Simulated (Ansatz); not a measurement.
# Resistivity from frozen vibrations: Ta(100) with 4 thermally displaced layers, 2x2, part 2 of 2

How much do lattice vibrations at 500 K scatter the electrons of Ta? Layers with random displacements are laid between perfect leads, and the resistance is followed against their length.

Ansatz 0.2.0; Ansatz plane-wave DFT, PBE, PAW files; ballistic transport by layer matching (Landauer), zero bias; PAW set soft_1.

So far, open channels per spin nearest the Fermi level: step 2 (with 4 displaced layers) 10.5.

## (3) With 8 displaced layers

Each atom of 8 layers is moved at random, by amounts drawn from a normal law 0.0838 Å wide in each direction from the Debye model (240 K) at 500 K. A fresh draw is used; the growth of the resistance with length is what counts.

System of this step: Ta(100) with 8 thermally displaced layers, 2x2. The cell holds 72 atoms: 72 Ta. Cell: a = 6.605 Å, b = 6.605 Å, c = 29.723 Å, α = 90.0°, β = 90.0°, γ = 90.0°. It derives from Ta. Regions: lead, 40 atoms (40 Ta); scattering region, 32 atoms (32 Ta). The structure is stacked along c, and the current runs across the ab planes.

input.yaml

```yaml
crystal:
  lattice:
    - [6.60512, 0.0, 0.0]
    - [0.0, 6.60512, 0.0]
    - [0.0, 0.0, 29.72304]
  atoms:
    - { symbol: Ta, position: [0.0, 0.0, 0.0277777778] }
    - { symbol: Ta, position: [0.0, 0.5, 0.0277777778] }
    - { symbol: Ta, position: [0.5, 0.0, 0.0277777778] }
    - { symbol: Ta, position: [0.5, 0.5, 0.0277777778] }
    - { symbol: Ta, position: [0.25, 0.25, 0.0833333333] }
    - { symbol: Ta, position: [0.25, 0.75, 0.0833333333] }
    - { symbol: Ta, position: [0.75, 0.25, 0.0833333333] }
    - { symbol: Ta, position: [0.75, 0.75, 0.0833333333] }
    - { symbol: Ta, position: [0.0, 0.0, 0.1388888889] }
    - { symbol: Ta, position: [0.0, 0.5, 0.1388888889] }
    - { symbol: Ta, position: [0.5, 0.0, 0.1388888889] }
    - { symbol: Ta, position: [0.5, 0.5, 0.1388888889] }
    - { symbol: Ta, position: [0.25, 0.25, 0.1944444444] }
    - { symbol: Ta, position: [0.25, 0.75, 0.1944444444] }
    - { symbol: Ta, position: [0.75, 0.25, 0.1944444444] }
    - { symbol: Ta, position: [0.75, 0.75, 0.1944444444] }
    - { symbol: Ta, position: [0.0, 0.0, 0.25] }
    - { symbol: Ta, position: [0.0, 0.5, 0.25] }
    - { symbol: Ta, position: [0.5, 0.0, 0.25] }
    - { symbol: Ta, position: [0.5, 0.5, 0.25] }
    - { symbol: Ta, position: [0.2728631056, 0.2666889289, 0.3065633841] }
    - { symbol: Ta, position: [0.2346661957, 0.7499434762, 0.307406844] }
    - { symbol: Ta, position: [0.7336504362, 0.2550141777, 0.3067677902] }
    - { symbol: Ta, position: [0.7588329209, 0.734973307, 0.303689525] }
    - { symbol: Ta, position: [0.9944615497, 0.9851549806, 0.3660162056] }
    - { symbol: Ta, position: [0.993706794, 0.5041746902, 0.3603819251] }
    - { symbol: Ta, position: [0.5200945865, 0.0167556441, 0.3628971936] }
    - { symbol: Ta, position: [0.4720370204, 0.5006602581, 0.3630391365] }
    - { symbol: Ta, position: [0.2627404725, 0.2421586364, 0.4218048194] }
    - { symbol: Ta, position: [0.2332434678, 0.7416050775, 0.4193035491] }
    - { symbol: Ta, position: [0.7506225128, 0.275410761, 0.4171982991] }
    - { symbol: Ta, position: [0.7419646408, 0.7452086439, 0.4135895863] }
    - { symbol: Ta, position: [0.983785984, 0.0080000475, 0.4738611356] }
    - { symbol: Ta, position: [0.0164282095, 0.4904239021, 0.4769855801] }
    - { symbol: Ta, position: [0.4963529927, 0.0199795549, 0.471001747] }
    - { symbol: Ta, position: [0.4906665704, 0.5031698262, 0.4751309656] }
    - { symbol: Ta, position: [0.2520432436, 0.2425695225, 0.5239954788] }
    - { symbol: Ta, position: [0.2322144291, 0.7563791456, 0.5305688124] }
    - { symbol: Ta, position: [0.7479150689, 0.2363660958, 0.5302397953] }
    - { symbol: Ta, position: [0.7337515456, 0.7409510237, 0.5295290756] }
    - { symbol: Ta, position: [0.97144526, 0.0049031072, 0.5816930804] }
    - { symbol: Ta, position: [0.0013867811, 0.4990393325, 0.5839033049] }
    - { symbol: Ta, position: [0.5088091802, 0.9903761367, 0.5873405656] }
    - { symbol: Ta, position: [0.5092142749, 0.5107071357, 0.5866183014] }
    - { symbol: Ta, position: [0.2599946515, 0.2607115267, 0.6391020662] }
    - { symbol: Ta, position: [0.2318939554, 0.7482862508, 0.6367188235] }
    - { symbol: Ta, position: [0.7319451234, 0.2532798174, 0.6372855542] }
    - { symbol: Ta, position: [0.7369315764, 0.7367641084, 0.6396458369] }
    - { symbol: Ta, position: [0.0045516185, 0.0167822489, 0.6944052045] }
    - { symbol: Ta, position: [0.0132211542, 0.5177950202, 0.6976879625] }
    - { symbol: Ta, position: [0.469983822, 0.0155922413, 0.6954021879] }
    - { symbol: Ta, position: [0.5053777429, 0.5047109499, 0.6955238366] }
    - { symbol: Ta, position: [0.25, 0.25, 0.75] }
    - { symbol: Ta, position: [0.25, 0.75, 0.75] }
    - { symbol: Ta, position: [0.75, 0.25, 0.75] }
    - { symbol: Ta, position: [0.75, 0.75, 0.75] }
    - { symbol: Ta, position: [0.0, 0.0, 0.8055555556] }
    - { symbol: Ta, position: [0.0, 0.5, 0.8055555556] }
    - { symbol: Ta, position: [0.5, 0.0, 0.8055555556] }
    - { symbol: Ta, position: [0.5, 0.5, 0.8055555556] }
    - { symbol: Ta, position: [0.25, 0.25, 0.8611111111] }
    - { symbol: Ta, position: [0.25, 0.75, 0.8611111111] }
    - { symbol: Ta, position: [0.75, 0.25, 0.8611111111] }
    - { symbol: Ta, position: [0.75, 0.75, 0.8611111111] }
    - { symbol: Ta, position: [0.0, 0.0, 0.9166666667] }
    - { symbol: Ta, position: [0.0, 0.5, 0.9166666667] }
    - { symbol: Ta, position: [0.5, 0.0, 0.9166666667] }
    - { symbol: Ta, position: [0.5, 0.5, 0.9166666667] }
    - { symbol: Ta, position: [0.25, 0.25, 0.9722222222] }
    - { symbol: Ta, position: [0.25, 0.75, 0.9722222222] }
    - { symbol: Ta, position: [0.75, 0.25, 0.9722222222] }
    - { symbol: Ta, position: [0.75, 0.75, 0.9722222222] }
kpoints:
  mp_grid: { grid: [4, 4, 1] }
hamiltonian:
  xc: pbe
  pseudopotentials: { kind: paw, azcp: { folder: soft_1 } }
scf:
  occupations: { method: fermi_dirac, width: 0.1 }
output:
  transmission: { leads: [[0, 4]], kmesh: [8, 8], e_range: [-0.05, 0.05], de: 0.05 }
  write_potential: true
  write_density: true
  volumetric_format: npy
```

Run with:

```sh
> ansatz run input.yaml --threads 4 --pin off --max-ram 15360MiB --backend cpu --events-out ev --progress --plain --runs-dir out
```

Numbers of over 12 decimals in the logs are rounded to 6 here.

Output:

```text
[...]
Crystal: 72 atoms, lattice volume = 1296.745 Å³
Basis set: ecut = 420 eV, 25307 PW (Γ)
Bands: 562, of which v1, the nominal top of the filled ones, is band 468 counted from 1 (467 counted from 0)
Symmetry: 1 space group operations
[...]
k-points: 10 of 16 (time reversal used)
[...]
SCF iter   1: F=—  HF=-715199.818172 eV  |F-HF|=—  |Δ(HF+E_count)|=         —  Δρ=4.25e-2  dr2=4.14e1  ethr=3.10e-3  ⟨swp⟩=5.9  Hψ=22403  notcnv=0  defer=29
[...]
SCF iter   8: F=-715190.833543 eV  HF=-715190.833543 eV  |F-HF|=5.82e-10  |Δ(HF+E_count)|=   2.44e-9  Δρ=3.65e-7  dr2=1.54e-9  ethr=4.80e-12  ⟨swp⟩=1.0  Hψ=12749  notcnv=0
SCF 1 converged in 8 iterations: F = -715190.833543 eV  dr2 = 1.54e-9
[...]
transmission: 189 of 1836 steps passed
transmission: 369 of 1836 steps passed
[...]
transmission: 1836 of 1836 steps passed
SCF converged after 8 iterations
Free energy (F): -715190.833543 eV
[...]
Internal energy: -715187.801104 eV  (E = F + TS)
E sigma→0 (E₀):  -715189.317323 eV
Entropy (-TS):   -3.032440 eV (-42.117 meV/atom)
Fermi energy:    18.549693 eV
[...]
--- Band table (eV; the first three rows and the last of 10) ---
  k-point 0: bands = [... 464 lower, 19.1788, 19.1833, 19.1936, 19.2059, 19.2169, 19.2312, 19.2395, 19.2487, ... 90 higher]
  k-point 1: bands = [... 464 lower, 18.8305, 18.8385, 18.8437, 18.8609, 18.8940, 18.9101, 18.9350, 18.9561, ... 90 higher]
  k-point 2: bands = [... 464 lower, 18.3845, 18.3932, 18.4604, 18.4807, 18.5265, 18.5492, 18.5759, 18.6070, ... 90 higher]
  k-point 9: bands = [... 464 lower, 17.8961, 17.9089, 17.9198, 17.9346, 17.9425, 17.9615, 17.9720, 17.9904, ... 90 higher]
--- Transmission ---
  basis      : 377 plane waves across, 54 finite elements along
  points     : 34, standing for a mesh of 8 x 8
[...]
channels       : 1.048438e1 a spin
[...]
junction   : crystal 0 to crystal 0, 0.70 to 28.77 Å
    transmission   : 6.049431e0 a spin
[...]
```

Run time: 28 min. Hardware: 4 threads of Arm Neoverse V2, shared host; peak memory 8.2 GiB; 1.5 h of CPU time.

Numbers from this step:

```
free energy                                    : -715190.8335 eV
energy at zero smearing                        : -715189.3173 eV
Fermi energy                                   : 18.55 eV
transmission per spin nearest the Fermi level  : 6.049
open channels per spin nearest the Fermi level : 10.48
step of the lead's potential                   : 1.9 meV
```

Per spin. Transmission, zone mean against energy, zero at the Fermi level:

```csv
energy (eV),"transmission, zone mean"
-0.0500,6.07
0.0000,6.05
0.0500,5.82
```

Over the solved energies the transmission per spin lies between 5.82 and 6.07, out of 10.2 channels of the lead on average (up to 10.5).

## (4) With 12 displaced layers

Each atom of 12 layers is moved at random, by amounts drawn from a normal law 0.0838 Å wide in each direction from the Debye model (240 K) at 500 K. A fresh draw is used; the growth of the resistance with length is what counts.

System of this step: Ta(100) with 12 thermally displaced layers, 2x2. The cell holds 88 atoms: 88 Ta. Cell: a = 6.605 Å, b = 6.605 Å, c = 36.328 Å, α = 90.0°, β = 90.0°, γ = 90.0°. It derives from Ta. Regions: lead, 40 atoms (40 Ta); scattering region, 48 atoms (48 Ta). The structure is stacked along c, and the current runs across the ab planes.

input.yaml

```yaml
crystal:
  lattice:
    - [6.60512, 0.0, 0.0]
    - [0.0, 6.60512, 0.0]
    - [0.0, 0.0, 36.32816]
  atoms:
    - { symbol: Ta, position: [0.0, 0.0, 0.0227272727] }
    - { symbol: Ta, position: [0.0, 0.5, 0.0227272727] }
    - { symbol: Ta, position: [0.5, 0.0, 0.0227272727] }
    - { symbol: Ta, position: [0.5, 0.5, 0.0227272727] }
    - { symbol: Ta, position: [0.25, 0.25, 0.0681818182] }
    - { symbol: Ta, position: [0.25, 0.75, 0.0681818182] }
    - { symbol: Ta, position: [0.75, 0.25, 0.0681818182] }
    - { symbol: Ta, position: [0.75, 0.75, 0.0681818182] }
    - { symbol: Ta, position: [0.0, 0.0, 0.1136363636] }
    - { symbol: Ta, position: [0.0, 0.5, 0.1136363636] }
    - { symbol: Ta, position: [0.5, 0.0, 0.1136363636] }
    - { symbol: Ta, position: [0.5, 0.5, 0.1136363636] }
    - { symbol: Ta, position: [0.25, 0.25, 0.1590909091] }
    - { symbol: Ta, position: [0.25, 0.75, 0.1590909091] }
    - { symbol: Ta, position: [0.75, 0.25, 0.1590909091] }
    - { symbol: Ta, position: [0.75, 0.75, 0.1590909091] }
    - { symbol: Ta, position: [0.0, 0.0, 0.2045454545] }
    - { symbol: Ta, position: [0.0, 0.5, 0.2045454545] }
    - { symbol: Ta, position: [0.5, 0.0, 0.2045454545] }
    - { symbol: Ta, position: [0.5, 0.5, 0.2045454545] }
    - { symbol: Ta, position: [0.2540534301, 0.2454453186, 0.2456123398] }
    - { symbol: Ta, position: [0.2486178504, 0.7398004826, 0.2524922707] }
    - { symbol: Ta, position: [0.7463354955, 0.2510593189, 0.2480396966] }
    - { symbol: Ta, position: [0.7435200991, 0.7498536431, 0.2465727805] }
    - { symbol: Ta, position: [0.003815754, 0.998653922, 0.2927187235] }
    - { symbol: Ta, position: [0.9695659469, 0.5065107338, 0.2947679271] }
    - { symbol: Ta, position: [0.4932740876, 0.9970031507, 0.2996457167] }
    - { symbol: Ta, position: [0.4993680158, 0.5010992157, 0.2920234089] }
    - { symbol: Ta, position: [0.2709050611, 0.2616431054, 0.3433708393] }
    - { symbol: Ta, position: [0.2506049765, 0.761632532, 0.3417649799] }
    - { symbol: Ta, position: [0.7577814916, 0.248068641, 0.337508376] }
    - { symbol: Ta, position: [0.7630563668, 0.7254449765, 0.3403554829] }
    - { symbol: Ta, position: [0.9974045689, 0.9867658969, 0.3877783009] }
    - { symbol: Ta, position: [0.9974577762, 0.4944560539, 0.3875630719] }
    - { symbol: Ta, position: [0.493952117, 0.0176264327, 0.3871745518] }
    - { symbol: Ta, position: [0.4939806199, 0.4753268899, 0.3833462457] }
    - { symbol: Ta, position: [0.2637920993, 0.2493578244, 0.4311649248] }
    - { symbol: Ta, position: [0.2708531905, 0.7337229254, 0.4304668883] }
    - { symbol: Ta, position: [0.7440027682, 0.257440737, 0.4302872011] }
    - { symbol: Ta, position: [0.7422156052, 0.7296303342, 0.4335010162] }
    - { symbol: Ta, position: [0.0102300691, 0.9939546841, 0.477649603] }
    - { symbol: Ta, position: [0.983596063, 0.494012597, 0.4804520859] }
    - { symbol: Ta, position: [0.5017224501, 0.0293189732, 0.4754564304] }
    - { symbol: Ta, position: [0.5073639249, 0.4975189921, 0.4785782439] }
    - { symbol: Ta, position: [0.2499084864, 0.2428782841, 0.5207254128] }
    - { symbol: Ta, position: [0.2889086174, 0.7490184758, 0.5180742134] }
    - { symbol: Ta, position: [0.741769129, 0.2586044593, 0.5215735988] }
    - { symbol: Ta, position: [0.7672643335, 0.7627206339, 0.5223757804] }
    - { symbol: Ta, position: [0.9940074856, 0.9872488749, 0.5665667791] }
    - { symbol: Ta, position: [0.9813055207, 0.515284029, 0.5718520564] }
    - { symbol: Ta, position: [0.4840593575, 0.9850042075, 0.5641013149] }
    - { symbol: Ta, position: [0.4877684977, 0.4605799668, 0.5655462277] }
    - { symbol: Ta, position: [0.2664581149, 0.2456133467, 0.6156081535] }
    - { symbol: Ta, position: [0.2437948851, 0.7723432189, 0.6140960211] }
    - { symbol: Ta, position: [0.7451523148, 0.2823907696, 0.6128877068] }
    - { symbol: Ta, position: [0.7345024323, 0.7525622782, 0.6135467592] }
    - { symbol: Ta, position: [0.0135318711, 0.9883042818, 0.6609476397] }
    - { symbol: Ta, position: [0.0108215481, 0.4915269152, 0.6594675634] }
    - { symbol: Ta, position: [0.4894575921, 0.029768772, 0.6574662416] }
    - { symbol: Ta, position: [0.494250395, 0.4864743031, 0.6582923004] }
    - { symbol: Ta, position: [0.249925432, 0.2597433972, 0.7031368732] }
    - { symbol: Ta, position: [0.2476424914, 0.7320244676, 0.702636382] }
    - { symbol: Ta, position: [0.7849717472, 0.2632135836, 0.7027424678] }
    - { symbol: Ta, position: [0.7330281624, 0.7376196594, 0.704495407] }
    - { symbol: Ta, position: [0.0004407026, 0.9905539156, 0.7470314752] }
    - { symbol: Ta, position: [0.0180502667, 0.5057319784, 0.7491357558] }
    - { symbol: Ta, position: [0.4971997653, 0.9932801529, 0.743225636] }
    - { symbol: Ta, position: [0.5014677716, 0.4864145781, 0.7476864975] }
    - { symbol: Ta, position: [0.25, 0.25, 0.7954545455] }
    - { symbol: Ta, position: [0.25, 0.75, 0.7954545455] }
    - { symbol: Ta, position: [0.75, 0.25, 0.7954545455] }
    - { symbol: Ta, position: [0.75, 0.75, 0.7954545455] }
    - { symbol: Ta, position: [0.0, 0.0, 0.8409090909] }
    - { symbol: Ta, position: [0.0, 0.5, 0.8409090909] }
    - { symbol: Ta, position: [0.5, 0.0, 0.8409090909] }
    - { symbol: Ta, position: [0.5, 0.5, 0.8409090909] }
    - { symbol: Ta, position: [0.25, 0.25, 0.8863636364] }
    - { symbol: Ta, position: [0.25, 0.75, 0.8863636364] }
    - { symbol: Ta, position: [0.75, 0.25, 0.8863636364] }
    - { symbol: Ta, position: [0.75, 0.75, 0.8863636364] }
    - { symbol: Ta, position: [0.0, 0.0, 0.9318181818] }
    - { symbol: Ta, position: [0.0, 0.5, 0.9318181818] }
    - { symbol: Ta, position: [0.5, 0.0, 0.9318181818] }
    - { symbol: Ta, position: [0.5, 0.5, 0.9318181818] }
    - { symbol: Ta, position: [0.25, 0.25, 0.9772727273] }
    - { symbol: Ta, position: [0.25, 0.75, 0.9772727273] }
    - { symbol: Ta, position: [0.75, 0.25, 0.9772727273] }
    - { symbol: Ta, position: [0.75, 0.75, 0.9772727273] }
kpoints:
  mp_grid: { grid: [4, 4, 1] }
hamiltonian:
  xc: pbe
  pseudopotentials: { kind: paw, azcp: { folder: soft_1 } }
scf:
  occupations: { method: fermi_dirac, width: 0.1 }
output:
  transmission: { leads: [[0, 4]], kmesh: [8, 8], e_range: [-0.05, 0.05], de: 0.05 }
  write_potential: true
  write_density: true
  volumetric_format: npy
```

Output:

```text
[...]
Crystal: 88 atoms, lattice volume = 1584.911 Å³
Basis set: ecut = 420 eV, 30897 PW (Γ)
Bands: 687, of which v1, the nominal top of the filled ones, is band 572 counted from 1 (571 counted from 0)
Symmetry: 1 space group operations
[...]
k-points: 10 of 16 (time reversal used)
[...]
SCF iter   1: F=—  HF=-874131.381768 eV  |F-HF|=—  |Δ(HF+E_count)|=         —  Δρ=4.33e-2  dr2=5.82e1  ethr=3.10e-3  ⟨swp⟩=6.0  Hψ=27096  notcnv=0  defer=77
[...]
SCF iter   8: F=-874119.709565 eV  HF=-874119.709565 eV  |F-HF|=2.33e-9  |Δ(HF+E_count)|=   4.19e-9  Δρ=5.37e-7  dr2=4.74e-9  ethr=8.74e-12  ⟨swp⟩=2.0  Hψ=12684  notcnv=0
SCF 1 converged in 8 iterations: F = -874119.709565 eV  dr2 = 4.74e-9
[...]
transmission: 228 of 2278 steps passed
transmission: 456 of 2278 steps passed
[...]
transmission: 2278 of 2278 steps passed
SCF converged after 8 iterations
Free energy (F): -874119.709565 eV
[...]
Internal energy: -874116.076995 eV  (E = F + TS)
E sigma→0 (E₀):  -874117.893280 eV
Entropy (-TS):   -3.632571 eV (-41.279 meV/atom)
Fermi energy:    18.557774 eV
[...]
--- Band table (eV; the first three rows and the last of 10) ---
  k-point 0: bands = [... 568 lower, 19.2052, 19.2116, 19.2160, 19.2297, 19.2405, 19.2437, 19.2551, 19.2609, ... 111 higher]
  k-point 1: bands = [... 568 lower, 18.8570, 18.8704, 18.8834, 18.8905, 18.9143, 18.9169, 18.9446, 18.9612, ... 111 higher]
  k-point 2: bands = [... 568 lower, 18.4041, 18.4129, 18.4446, 18.4551, 18.4631, 18.5209, 18.5559, 18.5704, ... 111 higher]
  k-point 9: bands = [... 568 lower, 17.8952, 17.9115, 17.9220, 17.9292, 17.9380, 17.9430, 17.9461, 17.9582, ... 111 higher]
--- Transmission ---
  basis      : 377 plane waves across, 67 finite elements along
  points     : 34, standing for a mesh of 8 x 8
[...]
channels       : 1.048438e1 a spin
[...]
junction   : crystal 0 to crystal 0, 0.70 to 35.37 Å
    transmission   : 4.824600e0 a spin
[...]
```

The job ended after 39 min (4 threads; peak memory 8.7 GiB).

Numbers from this step:

```yaml
free_energy: -874119.7096 eV
energy_at_zero_smearing: -874117.8933 eV
fermi_energy: 18.56 eV
transmission_per_spin_nearest_the_fermi_level: 4.825
step_of_the_lead_s_potential: 5.5 meV
```

Per spin. The transmission, zone mean by energy, zero at the Fermi level:

```csv
energy (eV),"transmission, zone mean"
-0.0500,4.84
0.0000,4.82
0.0500,4.62
```

Over the solved energies the transmission per spin lies between 4.62 and 4.84, out of 10.2 channels of the lead on average (up to 10.5).

## (5) Resistance against length

This step: Ansatz plane-wave DFT, PBE, PAW files; ballistic transport by layer matching (Landauer), zero bias; resistivity from the slope of the area resistance; PAW set soft_1 (Ansatz 0.2.0).

This step gave:

| Quantity | Value |
| --- | --- |
| resistivity | 32.48 µΩ cm |
| intercept | -0.02140 fΩ m² |
| scatter about the fit | 0.01213 fΩ m² |

Resistance, by row:

```csv
run,length (Å),T,channels N,RA (fΩ m²)
n4,6.605,7.495,10.24,0.2017
n8,13.21,5.979,10.21,0.3905
n12,19.82,4.764,10.21,0.6307
```

Area resistance against length of the displaced region:

```csv
length of the displaced region (Å),area resistance (fΩ m²)
6.61,0.202
13.21,0.390
19.82,0.631
```

The area resistance goes from 0.20 to 0.63 fΩ m² between 6.6 and 19.8 Å, a slope of 32 µΩ cm.

By hand from the end points: (0.6307 − 0.2017) fΩ m² / (19.82 − 6.61) Å = 32 µΩ cm, since 1 fΩ m² per Å is 1000 µΩ cm.

## (6) Outcome

| Item | Value |
| --- | --- |
| resistivity from the slope | 32.5 µΩ cm |
| area resistance over 6.61 Å | 0.202 fΩ m² |
| area resistance over 13.2 Å | 0.390 fΩ m² |
| area resistance over 19.8 Å | 0.631 fΩ m² |

**Reading.** The slope gives 32 µΩ cm. The points scatter by 0.012 fΩ m² about the line, with one random draw a length in a 2x2 cell, so the slope is a rough value. The mean square of the displacements drawn is 0.78, 0.99 and 1.2 of the nominal one at the three lengths; with each resistance scaled back by that, the slope is 21 µΩ cm, the value used below. Read with a model of isotropic scattering on a spherical Fermi surface and the lead's 1.8×10¹⁵ S/m², this slope means a mean free path near 20 Å; over these lengths the model's slope is 1.04 times its bulk resistivity, which would be 20 µΩ cm. Uncorrelated displacements put too much weight on short waves, which scatter strongly; with the sideways repeat of a small cell, one draw and three short lengths, the method is good to a factor of two or three. The measured value is 22.9 µΩ cm (CRC Handbook of Chemistry and Physics, 84th ed., 2003, Electrical Resistivity of Pure Metals); the scaled slope is 0.92 times that and the corrected value 0.88: fair for so small a cell. Spin-orbit coupling is left out, which matters for Ta.

[Logs are printed without paths, hosts, clocks, repeated set-up lines and the standing remarks that a program may print on its own settings, such as how far it seeks lower states.]

[Hosts, paths, dates, database ids (printed as entryN), source tags and the programs' standing remarks are cut or masked in the printed files.]
